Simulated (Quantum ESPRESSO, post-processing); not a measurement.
# antimonene, 1 layer, rectangular cell, stepped through strain along the first axis, part 7 of 7

Aim: how the results for antimonene, 1 layer, rectangular cell change with strain along the first axis.

Quantum ESPRESSO 7.5; plane-wave DFT, PBE, GBRV ultrasoft pseudopotentials.

So far. Step 9 (Relaxation with pw.x, 3 %): The relaxation lowers the energy by 1 meV an atom.

### Step 11. Relaxing the ions, 4 %

The input, m8.relax.in:

```
&control
  prefix = 'm8.relax'
  outdir = './out'
  pseudo_dir = './pseudo'
  nstep = 40
  forc_conv_thr = 0.0003
  calculation = 'relax'
  tstress = .true.
/
&system
  ibrav = 0
  nat = 4
  ntyp = 1
  ecutwfc = 50
  ecutrho = 250
  occupations = 'smearing'
  smearing = 'fd'
  degauss = 0.002
/
&electrons
  conv_thr = 1e-09
  mixing_beta = 0.4
  electron_maxstep = 120
  mixing_mode = 'plain'
/
&ions
/
ATOMIC_SPECIES
  Sb  121.7600  sb_pbe_v1.4.uspp.F.UPF
CELL_PARAMETERS angstrom
  4.28347025496000 0.00000000000000 0.00000000000000
  0.00000000000000 7.13289968800000 0.00000000000000
  0.00000000000000 0.00000000000000 16.65000000000000
ATOMIC_POSITIONS crystal
  Sb  0.500000000000 0.166642869700 0.450828835200
  Sb  0.000000000000 0.666640176400 0.450828367900
  Sb  0.000000000000 0.333359823600 0.549171632100
  Sb  0.500000000000 0.833357130300 0.549171164800
K_POINTS automatic
  8 4 1 0 0 0
```

Run with:

```sh
> OMP_NUM_THREADS=1 mpirun -n 4 pw.x -nk 2 -in m8.relax.in > m8.relax.out
```

Log:

```text
[banner, memory and clock lines left out]
Program PWSCF v.7.5 starts
[...]
Message from routine setup:
[...]
number of electrons       =        60.00
     number of Kohn-Sham states=           36
     kinetic-energy cutoff     =      50.0000  Ry
     charge density cutoff     =     250.0000  Ry
[...]
number of k points=    15  Fermi-Dirac smearing, width (Ry)=  0.0020
[...]
Dense  grid:   229261 G-vectors     FFT dimensions: (  45,  72, 160)
[...]
negative rho (up, down):  4.922E-04 0.000E+00
     Starting wfcs are   36 randomized atomic wfcs
[...]
negative rho (up, down):  6.742E-05 0.000E+00
[...]
estimated scf accuracy    <       4.46241601 Ry
[...]
negative rho (up, down):  2.685E-05 0.000E+00
[...]
estimated scf accuracy    <       0.25124912 Ry
[...]
negative rho (up, down):  6.286E-05 0.000E+00
[...]
estimated scf accuracy    <       0.01355103 Ry
[...]
negative rho (up, down):  1.259E-04 0.000E+00
[...]
estimated scf accuracy    <       0.00195681 Ry
[...]
negative rho (up, down):  9.974E-05 0.000E+00
[...]
estimated scf accuracy    <       0.00004587 Ry
[...]
negative rho (up, down):  9.645E-05 0.000E+00
[...]
estimated scf accuracy    <       0.00000935 Ry
[...]
negative rho (up, down):  9.879E-05 0.000E+00
[...]
estimated scf accuracy    <       0.00000155 Ry
[...]
negative rho (up, down):  1.011E-04 0.000E+00
[...]
estimated scf accuracy    <       0.00000023 Ry
[...]
negative rho (up, down):  1.031E-04 0.000E+00
[...]
estimated scf accuracy    <       0.00000003 Ry
[...]
negative rho (up, down):  1.046E-04 0.000E+00
[...]
estimated scf accuracy    <          2.1E-09 Ry
[...]
negative rho (up, down):  1.070E-04 0.000E+00
[...]
the Fermi energy is    -0.8335 ev
!    total energy              =    -739.78139904 Ry
     estimated scf accuracy    <          1.8E-10 Ry
     smearing contrib. (-TS)   =      -0.00000000 Ry
     internal energy E=F+TS    =    -739.78139904 Ry
[...]
one-electron contribution =   -1751.64570645 Ry
     hartree contribution      =     885.48056429 Ry
     xc contribution           =    -175.95354918 Ry
     ewald contribution        =     302.33729230 Ry
     convergence has been achieved in  11 iterations
     negative rho (up, down):  1.070E-04 0.000E+00
[...]
Total force =     0.020719     Total SCF correction =     0.000088
[...]
negative rho (up, down):  1.070E-04 0.000E+00
[...]
negative rho (up, down):  1.155E-04 0.000E+00
[...]
negative rho (up, down):  1.100E-04 0.000E+00
[...]
estimated scf accuracy    <       0.00000909 Ry
[...]
negative rho (up, down):  1.092E-04 0.000E+00
[...]
estimated scf accuracy    <       0.00000186 Ry
[...]
negative rho (up, down):  1.082E-04 0.000E+00
[...]
estimated scf accuracy    <       0.00000008 Ry
[...]
negative rho (up, down):  1.077E-04 0.000E+00
[...]
estimated scf accuracy    <          8.0E-09 Ry
[...]
negative rho (up, down):  1.068E-04 0.000E+00
[...]
the Fermi energy is    -0.8948 ev
!    total energy              =    -739.78176576 Ry
     estimated scf accuracy    <          5.1E-10 Ry
     smearing contrib. (-TS)   =      -0.00000000 Ry
     internal energy E=F+TS    =    -739.78176576 Ry
[...]
one-electron contribution =   -1754.05379265 Ry
     hartree contribution      =     886.66754189 Ry
     xc contribution           =    -175.96133789 Ry
     ewald contribution        =     303.56582288 Ry
     convergence has been achieved in   5 iterations
     negative rho (up, down):  1.068E-04 0.000E+00
[...]
Total force =     0.014673     Total SCF correction =     0.000024
[...]
negative rho (up, down):  1.068E-04 0.000E+00
[...]
negative rho (up, down):  1.163E-04 0.000E+00
[...]
negative rho (up, down):  1.101E-04 0.000E+00
[...]
estimated scf accuracy    <       0.00001026 Ry
[...]
negative rho (up, down):  1.092E-04 0.000E+00
[...]
estimated scf accuracy    <       0.00000213 Ry
[...]
negative rho (up, down):  1.081E-04 0.000E+00
[...]
estimated scf accuracy    <       0.00000009 Ry
[...]
negative rho (up, down):  1.074E-04 0.000E+00
[...]
estimated scf accuracy    <          9.8E-09 Ry
[...]
negative rho (up, down):  1.069E-04 0.000E+00
[...]
estimated scf accuracy    <          1.0E-09 Ry
[...]
negative rho (up, down):  1.067E-04 0.000E+00
[...]
estimated scf accuracy    <          1.5E-10 Ry
[...]
negative rho (up, down):  1.066E-04 0.000E+00
[...]
the Fermi energy is    -0.8926 ev
!    total energy              =    -739.78202497 Ry
     estimated scf accuracy    <          1.1E-11 Ry
     smearing contrib. (-TS)   =      -0.00000000 Ry
     internal energy E=F+TS    =    -739.78202497 Ry
[...]
one-electron contribution =   -1756.57031307 Ry
     hartree contribution      =     887.90767243 Ry
     xc contribution           =    -175.96945211 Ry
     ewald contribution        =     304.85006778 Ry
     convergence has been achieved in   7 iterations
     negative rho (up, down):  1.066E-04 0.000E+00
[...]
Total force =     0.008170     Total SCF correction =     0.000015
[...]
negative rho (up, down):  1.066E-04 0.000E+00
[...]
negative rho (up, down):  1.197E-04 0.000E+00
[...]
negative rho (up, down):  1.109E-04 0.000E+00
[...]
estimated scf accuracy    <       0.00001439 Ry
[...]
negative rho (up, down):  1.099E-04 0.000E+00
[...]
estimated scf accuracy    <       0.00000306 Ry
[...]
negative rho (up, down):  1.084E-04 0.000E+00
[...]
estimated scf accuracy    <       0.00000014 Ry
[...]
negative rho (up, down):  1.075E-04 0.000E+00
[...]
estimated scf accuracy    <       0.00000001 Ry
[...]
negative rho (up, down):  1.067E-04 0.000E+00
[...]
estimated scf accuracy    <          1.2E-09 Ry
[...]
negative rho (up, down):  1.064E-04 0.000E+00
[...]
estimated scf accuracy    <          1.8E-10 Ry
[...]
negative rho (up, down):  1.063E-04 0.000E+00
[...]
the Fermi energy is    -0.8913 ev
!    total energy              =    -739.78214184 Ry
     estimated scf accuracy    <          1.7E-11 Ry
     smearing contrib. (-TS)   =      -0.00000000 Ry
     internal energy E=F+TS    =    -739.78214184 Ry
[...]
one-electron contribution =   -1759.47655450 Ry
     hartree contribution      =     889.33934026 Ry
     xc contribution           =    -175.97882180 Ry
     ewald contribution        =     306.33389420 Ry
     convergence has been achieved in   7 iterations
     negative rho (up, down):  1.063E-04 0.000E+00
[...]
Total force =     0.002214     Total SCF correction =     0.000019
[...]
negative rho (up, down):  1.063E-04 0.000E+00
[...]
negative rho (up, down):  1.063E-04 0.000E+00
[...]
negative rho (up, down):  1.062E-04 0.000E+00
[...]
estimated scf accuracy    <       0.00000005 Ry
[...]
negative rho (up, down):  1.063E-04 0.000E+00
[...]
estimated scf accuracy    <       0.00000001 Ry
[...]
negative rho (up, down):  1.062E-04 0.000E+00
[...]
estimated scf accuracy    <          5.9E-10 Ry
[...]
negative rho (up, down):  1.062E-04 0.000E+00
[...]
estimated scf accuracy    <          8.3E-11 Ry
[...]
negative rho (up, down):  1.063E-04 0.000E+00
[...]
estimated scf accuracy    <          1.8E-11 Ry
[...]
negative rho (up, down):  1.063E-04 0.000E+00
[...]
the Fermi energy is    -0.8922 ev
!    total energy              =    -739.78214601 Ry
     estimated scf accuracy    <          6.4E-13 Ry
     smearing contrib. (-TS)   =      -0.00000000 Ry
     internal energy E=F+TS    =    -739.78214601 Ry
[...]
one-electron contribution =   -1759.35281229 Ry
     hartree contribution      =     889.27836399 Ry
     xc contribution           =    -175.97838369 Ry
     ewald contribution        =     306.27068598 Ry
     convergence has been achieved in   6 iterations
     negative rho (up, down):  1.063E-04 0.000E+00
[...]
Total force =     0.001642     Total SCF correction =     0.000002
[...]
negative rho (up, down):  1.063E-04 0.000E+00
[...]
negative rho (up, down):  1.062E-04 0.000E+00
[...]
negative rho (up, down):  1.062E-04 0.000E+00
[...]
estimated scf accuracy    <       0.00000007 Ry
[...]
negative rho (up, down):  1.062E-04 0.000E+00
[...]
estimated scf accuracy    <       0.00000002 Ry
[...]
negative rho (up, down):  1.062E-04 0.000E+00
[...]
estimated scf accuracy    <          8.1E-10 Ry
[...]
negative rho (up, down):  1.062E-04 0.000E+00
[...]
estimated scf accuracy    <          1.4E-10 Ry
[...]
negative rho (up, down):  1.062E-04 0.000E+00
[...]
estimated scf accuracy    <          2.7E-11 Ry
[...]
negative rho (up, down):  1.062E-04 0.000E+00
[...]
the Fermi energy is    -0.8932 ev
!    total energy              =    -739.78214917 Ry
     estimated scf accuracy    <          9.3E-13 Ry
     smearing contrib. (-TS)   =      -0.00000000 Ry
     internal energy E=F+TS    =    -739.78214917 Ry
[...]
one-electron contribution =   -1759.19121712 Ry
     hartree contribution      =     889.19874390 Ry
     xc contribution           =    -175.97781720 Ry
     ewald contribution        =     306.18814125 Ry
     convergence has been achieved in   6 iterations
     negative rho (up, down):  1.062E-04 0.000E+00
[...]
Total force =     0.000975     Total SCF correction =     0.000002
[...]
negative rho (up, down):  1.062E-04 0.000E+00
[...]
negative rho (up, down):  1.063E-04 0.000E+00
[...]
negative rho (up, down):  1.062E-04 0.000E+00
[...]
estimated scf accuracy    <       0.00000014 Ry
[...]
negative rho (up, down):  1.062E-04 0.000E+00
[...]
estimated scf accuracy    <       0.00000003 Ry
[...]
negative rho (up, down):  1.062E-04 0.000E+00
[...]
estimated scf accuracy    <          1.8E-09 Ry
[...]
negative rho (up, down):  1.062E-04 0.000E+00
[...]
estimated scf accuracy    <          3.9E-10 Ry
[...]
negative rho (up, down):  1.062E-04 0.000E+00
[...]
estimated scf accuracy    <          5.9E-11 Ry
[...]
negative rho (up, down):  1.062E-04 0.000E+00
[...]
the Fermi energy is    -0.8947 ev
!    total energy              =    -739.78215090 Ry
     estimated scf accuracy    <          1.9E-12 Ry
     smearing contrib. (-TS)   =      -0.00000000 Ry
     internal energy E=F+TS    =    -739.78215090 Ry
[...]
one-electron contribution =   -1758.96385456 Ry
     hartree contribution      =     889.08671697 Ry
     xc contribution           =    -175.97701873 Ry
     ewald contribution        =     306.07200543 Ry
     convergence has been achieved in   6 iterations
     negative rho (up, down):  1.062E-04 0.000E+00
[...]
Total force =     0.000010     Total SCF correction =     0.000004
[...]
negative rho (up, down):  1.062E-04 0.000E+00
[...]
```

Wall time 5.7 min (4 MPI ranks of Arm Neoverse V1, shared host); peak memory 1.2 GiB; 23 min of CPU time.

Relaxation path:

| step | energy less that of the first step (eV) | largest force (eV/Å) |
| --- | --- | --- |
| 1 | 0.0000 | 0.2665 |
| 2 | -0.0050 | 0.1887 |
| 3 | -0.0085 | 0.1051 |
| 4 | -0.0101 | 0.0285 |
| 5 | -0.0102 | 0.0211 |
| 6 | -0.0102 | 0.0125 |
| 7 | -0.0102 | 0.0001 |

The atoms that moved most (Å):

| atom | dx | dy | dz | length |
| --- | --- | --- | --- | --- |
| Sb2 | 0.000 | 0.013 | 0.015 | 0.019 |
| Sb3 | 0.000 | -0.013 | -0.015 | 0.019 |
| Sb4 | 0.000 | -0.013 | -0.015 | 0.019 |
| Sb1 | 0.000 | 0.013 | 0.015 | 0.019 |

The relaxation lowers the energy by 3 meV an atom.

Numbers from this step:

```
free energy  : -10065.2489 eV
Fermi energy : -0.8947 eV
```

### Step 12. Ground state, 4 %

The input, m8.scf.in:

```
&control
  prefix = 'm8.scf'
  outdir = './out'
  pseudo_dir = './pseudo'
  calculation = 'scf'
  tprnfor = .true.
/
&system
  ibrav = 0
  nat = 4
  ntyp = 1
  ecutwfc = 40
  ecutrho = 200
  occupations = 'smearing'
  smearing = 'fd'
  degauss = 0.002
  nbnd = 34
/
&electrons
  conv_thr = 1e-09
  mixing_beta = 0.4
  electron_maxstep = 120
  mixing_mode = 'plain'
/
ATOMIC_SPECIES
  Sb  121.7600  sb_pbe_v1.4.uspp.F.UPF
CELL_PARAMETERS angstrom
  4.28347025496000 0.00000000000000 0.00000000000000
  0.00000000000000 7.13289968800000 0.00000000000000
  0.00000000000000 0.00000000000000 16.65000000000000
ATOMIC_POSITIONS crystal
  Sb  0.500000000000 0.168416951500 0.451710559600
  Sb  0.000000000000 0.668418478600 0.451712361500
  Sb  0.000000000000 0.331581521400 0.548287638500
  Sb  0.500000000000 0.831583048500 0.548289440400
K_POINTS automatic
  8 4 1 0 0 0
```

Run with:

```sh
> OMP_NUM_THREADS=1 mpirun -n 4 pw.x -nk 2 -in m8.scf.in > m8.scf.out
```

Log:

```text
[banner, memory and clock lines left out]
Program PWSCF v.7.5 starts
[...]
Message from routine setup:
[...]
number of electrons       =        60.00
     number of Kohn-Sham states=           34
     kinetic-energy cutoff     =      40.0000  Ry
     charge density cutoff     =     200.0000  Ry
[...]
number of k points=    15  Fermi-Dirac smearing, width (Ry)=  0.0020
[...]
Dense  grid:   164013 G-vectors     FFT dimensions: (  40,  64, 144)
[...]
negative rho (up, down):  1.123E-03 0.000E+00
     Starting wfcs are   36 randomized atomic wfcs
[...]
negative rho (up, down):  2.041E-04 0.000E+00
[...]
estimated scf accuracy    <       4.43258008 Ry
[...]
negative rho (up, down):  1.012E-04 0.000E+00
[...]
estimated scf accuracy    <       0.25356630 Ry
[...]
negative rho (up, down):  2.821E-04 0.000E+00
[...]
estimated scf accuracy    <       0.01381269 Ry
[...]
negative rho (up, down):  4.362E-04 0.000E+00
[...]
estimated scf accuracy    <       0.00160177 Ry
[...]
negative rho (up, down):  4.194E-04 0.000E+00
[...]
estimated scf accuracy    <       0.00004981 Ry
[...]
negative rho (up, down):  4.347E-04 0.000E+00
[...]
estimated scf accuracy    <       0.00000984 Ry
[...]
negative rho (up, down):  4.510E-04 0.000E+00
[...]
estimated scf accuracy    <       0.00000168 Ry
[...]
negative rho (up, down):  4.628E-04 0.000E+00
[...]
estimated scf accuracy    <       0.00000014 Ry
[...]
negative rho (up, down):  4.709E-04 0.000E+00
[...]
estimated scf accuracy    <       0.00000002 Ry
[...]
negative rho (up, down):  4.761E-04 0.000E+00
[...]
estimated scf accuracy    <          3.4E-09 Ry
[...]
negative rho (up, down):  4.845E-04 0.000E+00
[...]
the Fermi energy is    -0.8974 ev
!    total energy              =    -739.77874516 Ry
     estimated scf accuracy    <          3.9E-10 Ry
     smearing contrib. (-TS)   =      -0.00000000 Ry
     internal energy E=F+TS    =    -739.77874516 Ry
[...]
one-electron contribution =   -1758.97552137 Ry
     hartree contribution      =     889.10293533 Ry
     xc contribution           =    -175.97816466 Ry
     ewald contribution        =     306.07200554 Ry
     convergence has been achieved in  11 iterations
     negative rho (up, down):  4.845E-04 0.000E+00
[...]
Total force =     0.000034     Total SCF correction =     0.000126
[...]
```

Run time: 51 s. Hardware: 4 MPI ranks; peak memory 0.93 GiB; 3.4 min of CPU time.

Read from the output:

```
free energy                          : -10065.2026 eV
Fermi energy                         : -0.8974 eV
valence top, on the run's zero       : -1.489 eV
conduction bottom, on the run's zero : -0.2644 eV
gap by band count                    : 1.225 eV
```

### Step 13. The series side by side

The series in one table, energies over the lowest:

```csv
strain along the first axis,energy (eV),gap along the path (eV),upper vacuum level over the valence top of the mesh (eV),lower vacuum level over that top (eV)
-4 %,0.0568,0.9772,4.395,4.395
-3 %,0.0322,1.105,4.514,4.514
-2 %,0.0147,1.171,4.627,4.627
-1 %,0.0041,1.23,4.733,4.733
0 %,0.0000,1.281,4.833,4.833
1 %,0.0017,1.256,4.857,4.857
2 %,0.0090,1.226,4.876,4.876
3 %,0.0216,1.2,4.898,4.898
4 %,0.0392,1.165,4.911,4.911
```

### Step 14. By hand

A parabola through the energies within ±2 % has E = 29.76 eV × ε² -0.136 eV × ε; for the curvature, over A = 29.378 Å² this is 29.76 × 2/29.378 × 16.02 = 32 N/m.

### Step 15. Results

| Quantity | Value |
| --- | --- |
| in-plane stiffness along the strain | 32 N/m |
| gap along the path, at -4 % and at 4 % | 0.98, 1.17 eV |
| upper vacuum level over the valence top of the mesh, at -4 % and at 4 % | 4.39, 4.91 eV |
| lower vacuum level over that top, at -4 % and at 4 % | 4.39, 4.91 eV |

The series holds 9 members; in-plane stiffness along the strain: 32 N/m (PBE, GBRV ultrasoft). The energy is lowest near zero strain. From -4 % to 4 % the gap along the path goes from 0.98 to 1.17 eV by way of 1.28 at 0 %. From -4 % to 4 % the upper vacuum level over the valence top of the mesh rises from 4.39 to 4.91 eV. From -4 % to 4 % the lower vacuum level over that top rises from 4.39 to 4.91 eV. At -4 % and -3 % the SCF mesh finds a smaller gap than the path, which misses an edge there. Semilocal gaps are too small; the 1×1 cell can't ripple over many cells under compression as a free sheet would. No spin-orbit coupling.

[Logs are printed without paths, hosts, clocks, repeated set-up lines and the standing remarks that a program may print on its own settings, such as how far it seeks lower states.]

[Hosts, paths, dates, database ids (printed as entryN), source tags and the programs' standing remarks are cut or masked in the printed files.]

[Maps of the electrostatic potential energy from Ansatz leave out the sawtooth potential of an applied field or a dipole correction, so their vacuum need not be flat; planar profiles and work functions include it.]
